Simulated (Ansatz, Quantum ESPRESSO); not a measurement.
# Si chain with one bond drawn out by 2.0 Å: ballistic transmission, part 2 of 4

Wanted: the transmission near the Fermi level and the conductance of this junction: Si chain with one bond drawn out by 2.0 Å.

Quantum ESPRESSO 7.5; plane-wave DFT, PBE, GBRV ultrasoft pseudopotentials; cross-check by Ansatz 0.2.0 with PAW datasets.

So far. Step 2 (SCF with pw.x): The run needed 22 iterations to bring the estimated error under 1e-07 Ry; the largest force on any atom, held or free, is 0.74 eV/Å.

### 3. The open system

Level of this step: transmission by pwcond, lead and junction from one cell; plane-wave DFT, PBE, GBRV ultrasoft pseudopotentials (Quantum ESPRESSO).

prefixt takes both regions from one run: the lead from 0 to bdl, the scattering region from bdl to bds (units of alat). ikind = 1 puts the same lead on both sides. The program's T_tot counts both spins in a run without spin; the tables below give T per spin.

cond.in reads:

```
&inputcond
  outdir = './out'
  prefixt = 'scf'
  tran_file = 'cond.dat'
  bdl = 0.5866666667
  bds = 3.2000000000
  ikind = 1
  ewind = 4.0
  epsproj = 1e-05
  nz1 = 7
  energy0 = 2.0
  denergy = -0.1
/
1
  0.00000000 0.00000000 1.00000000
41
```

Run with:

```
> OMP_NUM_THREADS=1 mpirun -n 2 pwcond.x -in cond.in > cond.out
```

What it wrote:

```text
[banner, memory and clock lines left out]
Program PWCOND v.7.5 starts

          URL

     ./out/scf.save/

     IMPORTANT: XC functional enforced from input :
     Exchange-correlation= PBE
                           (   1   4   3   4   0   0   0)
     Any further DFT definition will be discarded
     Please, verify this is what you really want

     negative rho (up, down):  6.742E-05 0.000E+00
     Reading collected, re-writing distributed wavefunctions

===== INPUT FILE containing all the regions =====

     GEOMETRY:

     lattice parameter (alat)  =      14.1729  a.u.
     the volume                =    9110.2516 (a.u.)^3
     the cross section         =     200.8724 (a.u.)^2
     l of the unit cell        =       3.2000 (alat)
     number of atoms/cell      =           10
     number of atomic types    =            1

     crystal axes: (cart. coord. in units of alat)
               a(1) = (  1.0000  0.0000  0.0000 )
               a(2) = (  0.0000  1.0000  0.0000 )
               a(3) = (  0.0000  0.0000  3.2000 )

   Cartesian axes

     site n.     atom                  positions (alat units)
          1        Si     tau(  1)=(  0.5000  0.5000  3.2000  )
          2        Si     tau(  2)=(  0.5000  0.5000  0.2933  )
          3        Si     tau(  3)=(  0.5000  0.5000  0.5867  )
          4        Si     tau(  4)=(  0.5000  0.5000  0.8800  )
          5        Si     tau(  5)=(  0.5000  0.5000  1.1733  )
          6        Si     tau(  6)=(  0.5000  0.5000  1.7333  )
          7        Si     tau(  7)=(  0.5000  0.5000  2.0267  )
          8        Si     tau(  8)=(  0.5000  0.5000  2.3200  )
          9        Si     tau(  9)=(  0.5000  0.5000  2.6133  )
         10        Si     tau( 10)=(  0.5000  0.5000  2.9067  )

     nr1s                      =           54
     nr2s                      =           54
     nr3s                      =          180
     nr1sx                     =           54
     nr2sx                     =           54
     nr3sx                     =          180
     nr1                       =           60
     nr2                       =           60
     nr3                       =          192
     nr1x                      =           60
     nr2x                      =           60
     nr3x                      =          192

 _______________________________
  Radii of nonlocal spheres:

     type       ibeta     ang. mom.          radius (alat units)
       Si         1         0                    0.1216
       Si         2         0                    0.1216
       Si         3         1                    0.1216
       Si         4         1                    0.1216
       Si         5         2                    0.1216
       Si         6         2                    0.1216
----- General information -----

--- T calc. with identical leads (ikind=1) ---

     nrx                       =           54
     nry                       =           54
     nz1                       =            7

     energy0               =         2.0E+00
     denergy               =        -1.0E-01
     nenergy               =         41
     ecut2d                =         3.4E+01
     ewind                 =         4.0E+00
     epsproj               =         1.0E-05

     number of k_|| points=    1
                       cryst. coord.
        k(    1) = (   0.0000000   0.0000000), wk =   1.0000000
----- Information about left/right lead -----

     nocros                   =           18
     noins                    =           18
     norb                     =           54
     norbf                    =          162
     nrz                      =           33

      iorb      type   ibeta   ang. mom.   m       position (alat)
        1        1       1        0        1   taunew(   1)=(  0.5000  0.5000  0.0000)
        2        1       2        0        1   taunew(   2)=(  0.5000  0.5000  0.0000)
        3        1       3        1        1   taunew(   3)=(  0.5000  0.5000  0.0000)
        4        1       3        1        2   taunew(   4)=(  0.5000  0.5000  0.0000)
        5        1       3        1        3   taunew(   5)=(  0.5000  0.5000  0.0000)
        6        1       4        1        1   taunew(   6)=(  0.5000  0.5000  0.0000)
        7        1       4        1        2   taunew(   7)=(  0.5000  0.5000  0.0000)
        8        1       4        1        3   taunew(   8)=(  0.5000  0.5000  0.0000)
        9        1       5        2        1   taunew(   9)=(  0.5000  0.5000  0.0000)
       10        1       5        2        2   taunew(  10)=(  0.5000  0.5000  0.0000)
       11        1       5        2        3   taunew(  11)=(  0.5000  0.5000  0.0000)
       12        1       5        2        4   taunew(  12)=(  0.5000  0.5000  0.0000)
       13        1       5        2        5   taunew(  13)=(  0.5000  0.5000  0.0000)
       14        1       6        2        1   taunew(  14)=(  0.5000  0.5000  0.0000)
       15        1       6        2        2   taunew(  15)=(  0.5000  0.5000  0.0000)
       16        1       6        2        3   taunew(  16)=(  0.5000  0.5000  0.0000)
       17        1       6        2        4   taunew(  17)=(  0.5000  0.5000  0.0000)
       18        1       6        2        5   taunew(  18)=(  0.5000  0.5000  0.0000)
       19        1       1        0        1   taunew(  19)=(  0.5000  0.5000  0.2933)
       20        1       2        0        1   taunew(  20)=(  0.5000  0.5000  0.2933)
       21        1       3        1        1   taunew(  21)=(  0.5000  0.5000  0.2933)
       22        1       3        1        2   taunew(  22)=(  0.5000  0.5000  0.2933)
       23        1       3        1        3   taunew(  23)=(  0.5000  0.5000  0.2933)
       24        1       4        1        1   taunew(  24)=(  0.5000  0.5000  0.2933)
       25        1       4        1        2   taunew(  25)=(  0.5000  0.5000  0.2933)
       26        1       4        1        3   taunew(  26)=(  0.5000  0.5000  0.2933)
       27        1       5        2        1   taunew(  27)=(  0.5000  0.5000  0.2933)
       28        1       5        2        2   taunew(  28)=(  0.5000  0.5000  0.2933)
       29        1       5        2        3   taunew(  29)=(  0.5000  0.5000  0.2933)
       30        1       5        2        4   taunew(  30)=(  0.5000  0.5000  0.2933)
       31        1       5        2        5   taunew(  31)=(  0.5000  0.5000  0.2933)
       32        1       6        2        1   taunew(  32)=(  0.5000  0.5000  0.2933)
       33        1       6        2        2   taunew(  33)=(  0.5000  0.5000  0.2933)
       34        1       6        2        3   taunew(  34)=(  0.5000  0.5000  0.2933)
[...]
139        1       5        2        5   taunew( 139)=(  0.5000  0.5000  2.3200)
      140        1       6        2        1   taunew( 140)=(  0.5000  0.5000  2.3200)
      141        1       6        2        2   taunew( 141)=(  0.5000  0.5000  2.3200)
      142        1       6        2        3   taunew( 142)=(  0.5000  0.5000  2.3200)
      143        1       6        2        4   taunew( 143)=(  0.5000  0.5000  2.3200)
      144        1       6        2        5   taunew( 144)=(  0.5000  0.5000  2.3200)
      145        1       1        0        1   taunew( 145)=(  0.5000  0.5000  2.6133)
      146        1       2        0        1   taunew( 146)=(  0.5000  0.5000  2.6133)
      147        1       3        1        1   taunew( 147)=(  0.5000  0.5000  2.6133)
      148        1       3        1        2   taunew( 148)=(  0.5000  0.5000  2.6133)
      149        1       3        1        3   taunew( 149)=(  0.5000  0.5000  2.6133)
      150        1       4        1        1   taunew( 150)=(  0.5000  0.5000  2.6133)
      151        1       4        1        2   taunew( 151)=(  0.5000  0.5000  2.6133)
      152        1       4        1        3   taunew( 152)=(  0.5000  0.5000  2.6133)
      153        1       5        2        1   taunew( 153)=(  0.5000  0.5000  2.6133)
      154        1       5        2        2   taunew( 154)=(  0.5000  0.5000  2.6133)
      155        1       5        2        3   taunew( 155)=(  0.5000  0.5000  2.6133)
      156        1       5        2        4   taunew( 156)=(  0.5000  0.5000  2.6133)
      157        1       5        2        5   taunew( 157)=(  0.5000  0.5000  2.6133)
      158        1       6        2        1   taunew( 158)=(  0.5000  0.5000  2.6133)
      159        1       6        2        2   taunew( 159)=(  0.5000  0.5000  2.6133)
      160        1       6        2        3   taunew( 160)=(  0.5000  0.5000  2.6133)
      161        1       6        2        4   taunew( 161)=(  0.5000  0.5000  2.6133)
      162        1       6        2        5   taunew( 162)=(  0.5000  0.5000  2.6133)
 ngper, shell number =          545          70
 ngper, n2d =          545         140
---  E-Ef =    2.0000000  k =    0.0000000   0.0000000
---  ie =          1  ik =          1
 Nchannels of the left tip =            3
 Right moving states:
   k1(2pi/a)   k2(2pi/a)   E-Ef (eV)
   0.2712622   0.0000321   2.0000000
  -0.3077585   0.0000186   2.0000000
  -0.3077585   0.0000186   2.0000000
 Left moving states:
   k1(2pi/a)   k2(2pi/a)   E-Ef (eV)
  -0.2712622   0.0000321   2.0000000
   0.3077585   0.0000186   2.0000000
   0.3077585   0.0000186   2.0000000

 to transmit
 Band j to band i transmissions and reflections:
    j         i     |T_ij|^2    |R_ij|^2

    1 -->     1     0.12591     0.87409
    1 -->     2     0.00000     0.00000
    1 -->     3     0.00000     0.00000
   Total T_j, R_j =    0.12591  0.87409

    2 -->     1     0.00000     0.00000
    2 -->     2     0.03734     0.96237
    2 -->     3     0.00000     0.00029
   Total T_j, R_j =    0.03734  0.96266

    3 -->     1     0.00000     0.00000
    3 -->     2     0.00000     0.00029
    3 -->     3     0.03734     0.96237
   Total T_j, R_j =    0.03734  0.96266

E-Ef(ev), T(x2 spins) =    2.0000000   0.4011726
---  E-Ef =    1.9000000  k =    0.0000000   0.0000000
---  ie =          2  ik =          1
 Nchannels of the left tip =            3
 Right moving states:
   k1(2pi/a)   k2(2pi/a)   E-Ef (eV)
   0.2645308   0.0000321   1.9000000
  -0.3182015   0.0000185   1.9000000
  -0.3182015   0.0000185   1.9000000
 Left moving states:
   k1(2pi/a)   k2(2pi/a)   E-Ef (eV)
  -0.2645308   0.0000321   1.9000000
   0.3182015   0.0000185   1.9000000
   0.3182015   0.0000185   1.9000000

 to transmit
 Band j to band i transmissions and reflections:
    j         i     |T_ij|^2    |R_ij|^2

    1 -->     1     0.12016     0.87984
    1 -->     2     0.00000     0.00000
    1 -->     3     0.00000     0.00000
   Total T_j, R_j =    0.12016  0.87984

    2 -->     1     0.00000     0.00000
    2 -->     2     0.03550     0.96416
    2 -->     3     0.00000     0.00033
   Total T_j, R_j =    0.03550  0.96450

    3 -->     1     0.00000     0.00000
    3 -->     2     0.00000     0.00033
    3 -->     3     0.03550     0.96416
   Total T_j, R_j =    0.03550  0.96450

E-Ef(ev), T(x2 spins) =    1.9000000   0.3823200
---  E-Ef =    1.8000000  k =    0.0000000   0.0000000
---  ie =          3  ik =          1
 Nchannels of the left tip =            3
 Right moving states:
   k1(2pi/a)   k2(2pi/a)   E-Ef (eV)
   0.2577806   0.0000321   1.8000000
  -0.3287939   0.0000185   1.8000000
  -0.3287939   0.0000185   1.8000000
 Left moving states:
   k1(2pi/a)   k2(2pi/a)   E-Ef (eV)
  -0.2577806   0.0000321   1.8000000
   0.3287934   0.0000185   1.8000000
   0.3287934   0.0000185   1.8000000

 to transmit
 Band j to band i transmissions and reflections:
    j         i     |T_ij|^2    |R_ij|^2

    1 -->     1     0.11477     0.88523
    1 -->     2     0.00000     0.00000
    1 -->     3     0.00000     0.00000
   Total T_j, R_j =    0.11477  0.88523

    2 -->     1     0.00000     0.00000
    2 -->     2     0.03363     0.96599
    2 -->     3     0.00000     0.00038
   Total T_j, R_j =    0.03363  0.96637

    3 -->     1     0.00000     0.00000
    3 -->     2     0.00000     0.00038
    3 -->     3     0.03363     0.96599
   Total T_j, R_j =    0.03363  0.96637

E-Ef(ev), T(x2 spins) =    1.8000000   0.3640719
[... further energies and points left out ...]
---  E-Ef =   -1.8000000  k =    0.0000000   0.0000000
---  ie =         39  ik =          1
 Nchannels of the left tip =            0
 Right moving states:
   k1(2pi/a)   k2(2pi/a)   E-Ef (eV)
 Left moving states:
   k1(2pi/a)   k2(2pi/a)   E-Ef (eV)

 to transmit
          E-Ef(ev), T =   -1.8000000   0.0000000
---  E-Ef =   -1.9000000  k =    0.0000000   0.0000000
---  ie =         40  ik =          1
 Nchannels of the left tip =            0
 Right moving states:
   k1(2pi/a)   k2(2pi/a)   E-Ef (eV)
 Left moving states:
   k1(2pi/a)   k2(2pi/a)   E-Ef (eV)

 to transmit
          E-Ef(ev), T =   -1.9000000   0.0000000
---  E-Ef =   -2.0000000  k =    0.0000000   0.0000000
---  ie =         41  ik =          1
 Nchannels of the left tip =            0
 Right moving states:
   k1(2pi/a)   k2(2pi/a)   E-Ef (eV)
 Left moving states:
   k1(2pi/a)   k2(2pi/a)   E-Ef (eV)

 to transmit
          E-Ef(ev), T =   -2.0000000   0.0000000
   T_tot     2.00000      0.40117E+00
   T_tot     1.90000      0.38232E+00
   T_tot     1.80000      0.36407E+00
   T_tot     1.70000      0.34634E+00
   T_tot     1.60000      0.32915E+00
   T_tot     1.50000      0.31266E+00
   T_tot     1.40000      0.29707E+00
   T_tot     1.30000      0.28258E+00
   T_tot     1.20000      0.26941E+00
   T_tot     1.10000      0.25772E+00
   T_tot     1.00000      0.24764E+00
   T_tot     0.90000      0.23930E+00
   T_tot     0.80000      0.23282E+00
   T_tot     0.70000      0.22819E+00
   T_tot     0.60000      0.22473E+00
   T_tot     0.50000      0.21423E+00
   T_tot     0.40000      0.11425E+00
   T_tot     0.30000      0.22400E+00
   T_tot     0.20000      0.24576E+00
   T_tot     0.10000      0.24292E+00
   T_tot    -0.00000      0.22603E+00
   T_tot    -0.10000      0.19773E+00
   T_tot    -0.20000      0.16544E+00
   T_tot    -0.30000      0.13547E+00
   T_tot    -0.40000      0.11011E+00
   T_tot    -0.50000      0.88979E-01
   T_tot    -0.60000      0.70776E-01
   T_tot    -0.70000      0.54192E-01
   T_tot    -0.80000      0.38327E-01
   T_tot    -0.90000      0.22778E-01
   T_tot    -1.00000      0.93474E-02
   T_tot    -1.10000      0.69077E-02
   T_tot    -1.20000      0.54917E-02
   T_tot    -1.30000      0.32982E-02
   T_tot    -1.40000      0.00000E+00
   T_tot    -1.50000      0.00000E+00
   T_tot    -1.60000      0.00000E+00
   T_tot    -1.70000      0.00000E+00
   T_tot    -1.80000      0.00000E+00
   T_tot    -1.90000      0.00000E+00
   T_tot    -2.00000      0.00000E+00

Note: The following floating-point exceptions are signalling: IEEE_UNDERFLOW_FLAG
Note: The following floating-point exceptions are signalling: IEEE_UNDERFLOW_FLAG
```

It took 3.4 min on 2 MPI ranks of Arm Neoverse V2, shared host; peak memory 0.56 GiB; 6.7 min of CPU time.

Read from the output:

```
lead channels at the Fermi level, one spin : 3
transmission at the Fermi level, one spin  : 0.1130
conductance                                : 0.1130 G₀
```

Per spin. The open channels by energy, zero at the Fermi level:

| energy (eV) | open channels |
| --- | --- |
| -2.00 | 0 |
| -1.80 | 0 |
| -1.60 | 0 |
| -1.40 | 0 |
| -1.20 | 2 |
| -1.00 | 2 |
| -0.90 | 3 |
| -0.70 | 3 |
| -0.50 | 3 |
| -0.30 | 3 |
| -0.10 | 3 |
| 0.00 | 3 |
| 0.10 | 3 |
| 0.30 | 3 |
| 0.50 | 3 |
| 0.70 | 3 |
| 0.90 | 3 |
| 1.00 | 3 |
| 1.20 | 3 |
| 1.40 | 3 |
| 1.60 | 3 |
| 1.80 | 3 |
| 2.00 | 3 |

Per spin. Table of transmission by energy, zero at the Fermi level:

| energy (eV) | transmission |
| --- | --- |
| -2.00 | 0 |
| -1.90 | 0 |
| -1.70 | 0 |
| -1.60 | 0 |
| -1.40 | 0 |
| -1.30 | 0.00165 |
| -1.20 | 0.00275 |
| -1.00 | 0.00467 |
| -0.90 | 0.0114 |
| -0.80 | 0.0192 |
| -0.60 | 0.0354 |
| -0.50 | 0.0445 |
| -0.30 | 0.0677 |
| -0.20 | 0.0827 |
| -0.10 | 0.0989 |
| 0.00 | 0.113 |
| 0.10 | 0.121 |
| 0.20 | 0.123 |
| 0.30 | 0.112 |
| 0.50 | 0.107 |
| 0.60 | 0.112 |
| 0.80 | 0.116 |
| 0.90 | 0.120 |
| 1.00 | 0.124 |
| 1.20 | 0.135 |
| 1.30 | 0.141 |
| 1.40 | 0.149 |
| 1.60 | 0.165 |
| 1.70 | 0.173 |
| 1.90 | 0.191 |
| 2.00 | 0.201 |

The program's own clock; routines nest. Time by routine:

| routine | wall time (s) | calls |
| --- | --- | --- |
| PWCOND | 201.9 | 1 |
| scatter_forw | 173 | 82 |
| compbs | 13.77 | 41 |
| local | 12.14 | 1 |
| compbs_2 | 11.35 | 41 |
| init | 0.96 | 1 |
| poten | 0.07 | 1 |

At no point does T exceed the number of channels. That doesn't clear the run: at some energies its lead has fewer channels than the second code's.

(Part 2 of 4 ends here.)

[Logs are printed without paths, hosts, clocks, repeated set-up lines and the standing remarks that a program may print on its own settings, such as how far it seeks lower states.]

[Hosts, paths, dates, database ids (printed as entryN), source tags and the programs' standing remarks are cut or masked in the printed files.]

[Maps of the electrostatic potential energy from Ansatz leave out the sawtooth potential of an applied field or a dipole correction, so their vacuum need not be flat; planar profiles and work functions include it.]
